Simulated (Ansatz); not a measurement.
## InCl3 (model cell, started as ReO3 type): from the cell to its phonons

Wanted: phonon frequencies of InCl3 (model cell, started as ReO3 type) and what follows from them.

Main program and level: Ansatz 0.2.0; DFT PBEsol, scalar-relativistic, plane waves, PAW.

Most raw output is cut from this account.

The structure was built from a prototype and need not be the compound's stable phase.

### 1. The starting structure

The structure is cubic, space group Pm-3m (No. 221). The conventional cell has a = 5.063 Å, b = 5.063 Å, c = 5.063 Å, α = 90.00°, β = 90.00°, γ = 90.00°. In has 6 Cl at 2.53 Å nearest. Nearest to Cl lie 2 In at 2.53 Å. Farther neighbours and most contacts between anions are not listed.

### 2. Bringing the structure to rest

The cell and atoms are relaxed, since residual forces and stress would shift the frequencies.

Contents of input.yaml:

```yaml
crystal:
  lattice:
    - [5.0634, 0.0, 0.0]
    - [0.0, 5.0634, 0.0]
    - [0.0, 0.0, 5.0634]
  atoms:
    - { symbol: In, position: [0.0, 0.0, 0.0] }
    - { symbol: Cl, position: [0.5, 0.0, 0.0] }
    - { symbol: Cl, position: [0.0, 0.5, 0.0] }
    - { symbol: Cl, position: [0.0, 0.0, 0.5] }
kpoints:
  mp_grid: { grid: [8, 8, 8] }
hamiltonian:
  xc: pbesol
scf:
  occupations: { method: gaussian, width: 0.1 }
output:
  forces: true
  stress: true
  eigenvalues: true
  write_density: true
  write_potential: true
  elf: true
  volumetric_format: npy
relax:
  adjacent_minimum: "off"
  f_tol: 0.005
  max_steps: 80
  cell: { stress_tol: 0.05 }
```

The run is started by

```console
$ ansatz run input.yaml --threads 4 --pin off --max-ram 7168MiB --backend cpu --events-out ev --progress --plain --runs-dir out
```

Run time: 4.2 s. Hardware: 4 threads of Arm Neoverse V2, shared host; peak memory 0.46 GiB; 16 s of CPU time.

Relaxation path:

```tsv
step	energy less that of the first step (eV)	largest force component (eV/Å)	pressure (GPa)	volume (Å³)
1	0.0000	0.0000	-0.87	129.82
2	-0.0085	0.0000	0.02	126.81
3*	-0.0082	0.0000	0.02	126.81
```

Relaxation steps marked * repeat the geometry before them on a plane-wave basis chosen anew for their cell, so energy and pressure can jump there.

The run keeps the 48 symmetry operations that it works with, so distortions that break them were not tested.

```tsv
conventional cell, symmetrised	before	after	change
a (Å)	5.063	5.024	-0.8 %
b (Å)	5.063	5.024	-0.8 %
c (Å)	5.063	5.024	-0.8 %
volume (Å³/atom)	32.45	31.70	-2.3 %
```

This step gave:

- pressure: 0.02265 GPa
- volume per atom: 31.70 Å³
- gap on the k-mesh: 0 eV

Electrostatic potential energy in the ac plane at fractional y = 0.000, with atoms of In and Cl within 0.2 Å of it. With pseudopotentials it is smooth inside the atoms' cores, unlike the true potential.

Ten even steps from '_' (-50 eV) to '@' (8 eV), each cell a mean:
```
....==####==____..**%%**--..
::--**%%%%##==--++%%%%##++--
**##%%@@@@@@%%%%%%@@@@%%##**
%%%%@@@@@@@@@@@@@@@@@@@@%%%%
++##%%@@@@@@@@@@@@@@@@@@%%**
__--##@@@@@@@@@@@@@@@@%%++..
__..**@@@@@@@@@@@@@@@@%%--__
__..**@@@@@@@@@@@@@@@@%%==__
--++%%@@@@@@@@@@@@@@@@@@##==
##%%@@@@@@@@@@@@@@@@@@@@%%##
##%%%%@@@@@@@@@@@@@@@@@@%%##
==++##%%@@%%****##%%@@%%**==
..::++%%%%++....--##%%##--..
....==####--______++%%**::..
```
Columns run along a (5.0 Å; values clipped at the 3rd and 97th percentile), rows up along c (5.0 Å). Atoms in or near the plane, at fractional coordinates: In at (0.00, 0.00), Cl at (0.50, 0.00), Cl at (0.00, 0.50).

ELF in the ac plane at fractional y = 0.000, with atoms of In and Cl within 0.2 Å of it. It is the smooth field of the valence electrons, not physical close to the nuclei.

Ten even steps from '_' (0.00) to '@' (0.88), each cell a mean:
```
__..::::##@@##**%%%%++::::__
..::::::**@@@@@@@@%%==..::::
::......--##@@@@%%++::....::
++==--..__--**##++..__::==++
%%%%##==____..::..__..++%%%%
##@@@@##::________..++%%@@%%
--%%@@@@++________::##@@@@**
++%%@@%%==________..**@@@@##
%%@@%%++..__________--##@@@@
####++::__..==++::____--**##
::::....::++%%@@##==....::::
::::....++%%@@@@@@##--..::::
__..::::##@@%%%%@@%%==..::..
____::::##%%++--##%%++::..__
```
Columns run along a (5.0 Å), rows up along c (5.0 Å). Atoms in or near the plane, at fractional coordinates: In at (0.00, 0.00), Cl at (0.50, 0.00), Cl at (0.00, 0.50).

Valence density in the ac plane at fractional y = 0.000, with atoms of In and Cl within 0.2 Å of it. It is the smooth field of the valence electrons, not physical close to the nuclei.

Ten steps, logarithmic in the rise over the least value, from '_' (0 e/Å³) to '@' (12 e/Å³), each cell a mean:
```
@@##++----++++++++==----**%%
##++--::::==++++++--::::==**
==--::....::------::....::--
--::::..__..........__..::--
++==--..____________..::--==
++++==::____________..--++++
::++++::..__________..--++++
==++==::____________..--++++
++++--..____________..::==++
==--::..______..______..::--
--::........::::::......::--
++==::..::--==++==--::::--++
%%##==::--++++++++==::--++##
@@%%++--==++==::++++--==##@@
```
Columns run along a (5.0 Å), rows up along c (5.0 Å). Atoms in or near the plane, at fractional coordinates: In at (0.00, 0.00), Cl at (0.50, 0.00), Cl at (0.00, 0.50).

In this step the volume went from 32.45 to 31.70 Å³/atom.

### 3. Tight relaxation

Phonons need a cell at rest on their own settings, so the relaxation is repeated with tight tolerances on forces and stress, using the mesh and the filling of the phonon run that follows.

Contents of input.yaml:

```yaml
crystal:
  lattice:
    - [5.0239648185, 0.0, 0.0]
    - [0.0, 5.0239648185, 0.0]
    - [0.0, 0.0, 5.0239648185]
  atoms:
    - { symbol: In, position: [0.0, 0.0, 0.0] }
    - { symbol: Cl, position: [0.5, 0.0, 0.0] }
    - { symbol: Cl, position: [0.0, 0.5, 0.0] }
    - { symbol: Cl, position: [0.0, 0.0, 0.5] }
kpoints:
  mp_grid: { grid: [8, 8, 8] }
hamiltonian:
  xc: pbesol
scf:
  occupations: { method: methfessel_paxton, width: 0.2 }
output:
  forces: true
  stress: true
  eigenvalues: true
relax:
  adjacent_minimum: "off"
  f_tol: 0.001
  max_steps: 60
  cell: { stress_tol: 0.01 }
```

Run time: 2.8 s. Hardware: 4 threads; peak memory 0.45 GiB.

Little changed from the start: no atom moved by 0.005 Å and no cell edge by 0.1 %.

Numbers from this step:

```
pressure : 0.004978 GPa
```

The forces vanish by symmetry and the pressure is 0.005 GPa, within the tolerances set. The cell now holds 31.70 Å³/atom.

### 4. Zone-centre response

The zone centre comes first: it holds the modes that light can see, as far as symmetry allows. No field response is asked, since the mesh shows no gap.

Edit input.yaml of step 3 so:

```diff
@@ -17,9 +17,4 @@
 output:
-  forces: true
-  stress: true
   eigenvalues: true
-relax:
-  adjacent_minimum: "off"
-  f_tol: 0.001
-  max_steps: 60
-  cell: { stress_tol: 0.01 }
+phonons:
+  method: dfpt
```

Wall time 26 s (4 threads); peak memory 1.3 GiB; 97 s of CPU time.

Numbers from this step:

```
sum-rule residual before enforcement                    : 2.06e-5 eV/Å²
point group                                             : m-3m
highest optical mode at the zone centre (no LO-TO term) : 261.9 cm⁻¹
lowest optical zone-centre mode                         : -55.44 cm⁻¹
```

Patterns of degenerate modes are one choice out of their space. The modes at Γ (shares of kinetic energy by element, %) (negative means imaginary):

```tsv
mode	frequency (cm⁻¹)	symmetry	In %	Cl %
1	-55.4	T1u	34	66
2	-55.4	T1u	34	66
3	-55.4	T1u	34	66
4	-37.4	T2u	0	100
5	-37.4	T2u	0	100
6	-37.4	T2u	0	100
7	0.0	acoustic	52	48
8	0.0	acoustic	52	48
9	0.0	acoustic	52	48
10	261.9	T1u	14	86
11	261.9	T1u	14	86
12	261.9	T1u	14	86
```

Displacements in mode 3 (-55.4 cm⁻¹), the largest set to 1:
```
In1  0.00  0.09  0.57
Cl2  0.00 -0.15 -1.00
Cl3  0.00  0.02 -1.00
Cl4  0.00 -0.15  0.15
```

Displacements in mode 10 (261.9 cm⁻¹), the largest set to 1:
```
In1 -0.23  0.00  0.00
Cl2  1.00  0.00  0.00
Cl3 -0.13  0.00  0.00
Cl4 -0.13  0.00  0.00
```

Before it was imposed, the acoustic sum rule was missed by 2.1e-5 eV/Å². Small misses are needed for a sound result but don't prove that mesh and cutoff are converged. The lowest optical mode is imaginary, 55.4i cm⁻¹, so the energy falls along it.

### 5. Phonons on a q mesh

Stability and thermal properties need the whole zone. Linear response on a 2×2×2 q mesh gives force constants as far as a supercell of that size would.

Edit input.yaml of step 4 so:

```diff
@@ -20 +20,8 @@
   method: dfpt
+  qmesh: [2, 2, 2]
+  temperatures: { t_max: 1000, t_step: 50 }
+  qpath:
+    path:
+      - [[0.0, 0.0, 0.0], [0.0, 0.5, 0.0], [0.5, 0.5, 0.0], [0.0, 0.0, 0.0], [0.5, 0.5, 0.5], [0.0, 0.5, 0.0]]
+      - [[0.5, 0.5, 0.5], [0.5, 0.5, 0.0]]
+    npoints: 10
```

Wall time 1.9 min (4 threads); peak memory 1.1 GiB.

This step gave:

```
sum-rule residual before enforcement                    : 1.75e-5 eV/Å²
lowest frequency on the path                            : -89.66 cm⁻¹
highest frequency on the path or at a solved wavevector : 337.4 cm⁻¹
lowest mode on the q mesh (acoustic modes at Γ apart)   : -89.66 cm⁻¹
```

Frequencies (cm⁻¹) solved at each irreducible wavevector; negative means imaginary. Frequencies by wavevector, by row:

```tsv
q in reciprocal lattice units	star	mode 1	mode 2	mode 3	mode 4	mode 10	mode 11	mode 12
0 0 0	1	-55.4	-55.4	-55.4	-37.4	261.9	261.9	261.9
0 0 -0.5	3	-47.2	-47.2	-38.3	-23.2	266.4	266.4	279.5
0 -0.5 -0.5	3	-89.7	-23.1	-23.1	-18.2	165.1	272	318.9
-0.5 -0.5 -0.5	1	-89.2	-89.2	-89.2	77	169.6	169.6	337.4
```

Interpolated from a 2×2×2 q mesh. The phonon branches at the labelled points (cm⁻¹):

```tsv
point	branch 1	branch 2	branch 3	branch 4	branch 9	branch 10	branch 11	branch 12
Γ	-55	-55	-55	-37	0	262	262	262
halfway	-51	-51	-38	-33	113	264	264	271
X	-47	-47	-38	-23	164	266	266	280
halfway	-76	-38	-34	-23	165	201	269	311
M	-90	-23	-23	-18	165	165	272	319
halfway	-67	-44	-33	-31	120	227	267	299
Γ	-55	-55	-55	-37	0	262	262	262
halfway	-68	-66	-66	50	124	226	226	320
R	-89	-89	-89	77	170	170	170	337
halfway	-77	-73	-66	50	166	188	224	329
X	-47	-47	-38	-23	164	266	266	280
jump to R	-89	-89	-89	77	170	170	170	337
halfway	-89	-75	-75	65	167	167	210	335
M	-90	-23	-23	-18	165	165	272	319
```

Tetrahedra on a 12×12×12 mesh, mean over bins of 5 cm-1. Interpolated from a 2×2×2 q mesh. Table of phonon density of states by wavenumber; read off at these points:

```tsv
wavenumber (cm⁻¹)	phonon density of states (1/cm⁻¹/cell)
-92	2.0e-5
-82	0.0454
-68	0.0489
-58	0.0552
-48	0.0924
-32	0.0340
-22	0.0190
-12	0.0166
2	0.0143
12	0.0149
22	0.0189
38	0.0454
48	0.0618
52	0.0664
58	0.0624
72	0.063
82	0.0220
92	0.0167
108	0.0223
118	0.0216
128	0.0586
138	0.00812
152	0.0173
162	0.0522
172	0.0175
188	0.0122
198	0.0125
208	0.0131
222	0.0151
232	0.0168
242	0.0203
258	0.0312
262	0.0597
268	0.0266
278	0.0046
292	0.0108
302	0.0146
312	0.0208
328	0.0197
338	0.0111
```

The partial phonon density of states has structure finer than the step of the table below, so its rows give means over 20 cm⁻¹, whole bins alone (the curve runs from -98.7 to 358 cm⁻¹). Peaks (cm⁻¹: height): Cl -64.3: 0.0635, -50.0: 0.106, 56.2: 0.0520, 127.9: 0.0269, 259.9: 0.0454, 317.3: 0.0234; In 53.3: 0.0253, 84.9: 0.0348, 110.7: 0.0268, 127.9: 0.0225, 148.0: 0.0288, 162.4: 0.0518.

Phonopy on the run's constants, 11x11x11 mesh, Gaussian sigma 3.3 cm-1. Interpolated from a 2×2×2 q mesh. Partial phonon density of states against wavenumber; means over each step; values in 1/cm⁻¹/cell:

```tsv
wavenumber (cm⁻¹)	Cl	In
-80	0.0410	1.6e-5
-60	0.0584	0.00153
-40	0.0530	0.00301
-20	0.0298	7.6e-4
0	7.9e-4	1.8e-4
20	0.0164	0.00260
40	0.0361	0.0140
60	0.0465	0.0151
80	0.0231	0.0187
100	0.00218	0.00889
120	0.0114	0.0208
140	0.00393	0.0115
160	0.00155	0.0292
180	0.00616	0.00902
200	0.00963	0.00342
220	0.0106	0.00232
240	0.0169	0.00282
260	0.0298	0.00406
280	0.00827	7.7e-4
300	0.0130	5.7e-4
320	0.0210	4.5e-4
340	0.00813	8.8e-5
```

Symmetry leaves 4 wavevectors to solve. The lowest mode among them, the acoustic zeros apart, lies at q = (0, -0.5, -0.5) and is imaginary, 89.7i cm⁻¹, so the energy falls along it.

### 6. Another isotope, element Cl, natural mass 35.45 amu

An isotope changes the mass and not the force constants, so no new electronic calculation is needed; the shifts show which modes move this element.

The same force constants with the mass of Cl changed from 35.450 to 36.966 u (phonopy, no LO-TO term). Both lists are sorted by frequency; levels can cross, so a row need not hold one and the same mode. Modes under 3 cm⁻¹ are left out. Isotope shifts, by row, the first 40 of 45 rows:

```tsv
q	rank	natural mass (cm⁻¹)	changed mass (cm⁻¹)
0 0 0	1	-55.44	-54.68
0 0 0	2	-55.44	-54.68
0 0 0	3	-55.44	-54.68
0 0 0	4	-37.38	-36.61
0 0 0	5	-37.38	-36.61
0 0 0	6	-37.38	-36.61
0 0 0	10	261.9	257.2
0 0 0	11	261.9	257.2
0 0 0	12	261.9	257.2
0 0 -0.5	1	-47.17	-46.36
0 0 -0.5	2	-47.17	-46.36
0 0 -0.5	3	-38.3	-37.5
0 0 -0.5	4	-23.22	-22.74
0 0 -0.5	5	-23.22	-22.74
0 0 -0.5	6	36.11	35.56
0 0 -0.5	7	36.11	35.9
0 0 -0.5	8	36.31	35.9
0 0 -0.5	9	164.2	164.2
0 0 -0.5	10	266.4	261.5
0 0 -0.5	11	266.4	261.5
0 0 -0.5	12	279.5	273.7
0 -0.5 -0.5	1	-89.66	-87.8
0 -0.5 -0.5	2	-23.09	-22.61
0 -0.5 -0.5	3	-23.09	-22.61
0 -0.5 -0.5	4	-18.18	-17.81
0 -0.5 -0.5	5	-18.18	-17.81
0 -0.5 -0.5	6	49.63	49.53
0 -0.5 -0.5	7	78.46	76.84
0 -0.5 -0.5	8	127.5	124.8
0 -0.5 -0.5	9	165.1	165.1
0 -0.5 -0.5	10	165.1	165.1
0 -0.5 -0.5	11	272	266.9
0 -0.5 -0.5	12	318.9	312.3
-0.5 -0.5 -0.5	1	-89.16	-87.31
-0.5 -0.5 -0.5	2	-89.16	-87.31
-0.5 -0.5 -0.5	3	-89.16	-87.31
-0.5 -0.5 -0.5	4	76.98	75.38
-0.5 -0.5 -0.5	5	76.98	75.38
-0.5 -0.5 -0.5	6	76.98	75.38
-0.5 -0.5 -0.5	7	124.9	122.3
```

A mode of this element alone would shift by -2.07 %. The highest zone-centre frequency without the field goes from 261.9 to 257.2 cm⁻¹ (-1.8 %).

### 7. Another isotope, element In, natural mass 114.818 amu

The same for In, from 114.82 to 112.90 u.

The same force constants with the mass of In changed from 114.818 to 112.904 u (phonopy, no LO-TO term). Both lists are sorted by frequency; levels can cross, so a row need not hold one and the same mode. Modes under 3 cm⁻¹ are left out. Isotope shifts, by row, the first 40 of 45 rows:

```tsv
q	rank	natural mass (cm⁻¹)	changed mass (cm⁻¹)
0 0 0	1	-55.44	-55.6
0 0 0	2	-55.44	-55.6
0 0 0	3	-55.44	-55.6
0 0 0	4	-37.38	-37.38
0 0 0	5	-37.38	-37.38
0 0 0	6	-37.38	-37.38
0 0 0	10	261.9	262.2
0 0 0	11	261.9	262.2
0 0 0	12	261.9	262.2
0 0 -0.5	1	-47.17	-47.24
0 0 -0.5	2	-47.17	-47.24
0 0 -0.5	3	-38.3	-38.3
0 0 -0.5	4	-23.22	-23.22
0 0 -0.5	5	-23.22	-23.22
0 0 -0.5	6	36.11	36.31
0 0 -0.5	7	36.11	36.33
0 0 -0.5	8	36.31	36.33
0 0 -0.5	9	164.2	165.6
0 0 -0.5	10	266.4	266.7
0 0 -0.5	11	266.4	266.7
0 0 -0.5	12	279.5	279.5
0 -0.5 -0.5	1	-89.66	-89.66
0 -0.5 -0.5	2	-23.09	-23.09
0 -0.5 -0.5	3	-23.09	-23.09
0 -0.5 -0.5	4	-18.18	-18.18
0 -0.5 -0.5	5	-18.18	-18.18
0 -0.5 -0.5	6	49.63	50.01
0 -0.5 -0.5	7	78.46	78.46
0 -0.5 -0.5	8	127.5	127.5
0 -0.5 -0.5	9	165.1	166.5
0 -0.5 -0.5	10	165.1	166.5
0 -0.5 -0.5	11	272	272.2
0 -0.5 -0.5	12	318.9	318.9
-0.5 -0.5 -0.5	1	-89.16	-89.16
-0.5 -0.5 -0.5	2	-89.16	-89.16
-0.5 -0.5 -0.5	3	-89.16	-89.16
-0.5 -0.5 -0.5	4	76.98	76.98
-0.5 -0.5 -0.5	5	76.98	76.98
-0.5 -0.5 -0.5	6	76.98	76.98
-0.5 -0.5 -0.5	7	124.9	124.9
```

A mode of this element alone would shift by +0.84 %. The highest zone-centre frequency without the field goes from 261.9 to 262.2 cm⁻¹ (+0.1 %).

### 8. Outcome

| Property | Result |
| --- | --- |
| space group after relaxation (within 0.01 Å) | Pm-3m |
| volume per atom | 31.7 Å³ |
| electronic character | no gap on this mesh |
| highest optical mode at the zone centre (no LO-TO term) | 262 cm⁻¹ |
| lowest optical zone-centre mode | -55.4 cm⁻¹ |
| lowest mode on the q mesh (acoustic modes at Γ apart) | -89.7 cm⁻¹ |
| highest frequency on the path or at a solved wavevector | 337 cm⁻¹ |
| imaginary modes on the 2×2×2 q mesh | yes |

What this shows: Modes are clearly imaginary (beyond 10i cm⁻¹) at 4 of the 4 irreducible wavevectors, most at q = (0, -0.5, -0.5) (89.7i cm⁻¹), so this structure is not a minimum of the energy. The optical modes at Γ span -55 to 262 cm⁻¹ (negative means imaginary). The highest mode in this list at Γ, 261.9 cm⁻¹, is mostly motion of Cl (86 % of the kinetic energy). With no gap, or one that is small against the smearing, the frequencies hang on the k mesh and the smearing, most of all near Kohn anomalies. A semilocal functional can close a gap that the real compound would have, so the metallic treatment may be an artefact of the level. The starting cell was built on a prototype and not taken from a measurement, so the phase need not exist. These are harmonic frequencies at zero temperature: anharmonic shifts, linewidths and thermal expansion are left out.

[Logs are printed without paths, hosts, clocks, repeated set-up lines and the standing remarks that a program may print on its own settings, such as how far it seeks lower states.]

[Hosts, paths, dates, database ids (printed as entryN), source tags and the programs' standing remarks are cut or masked in the printed files.]
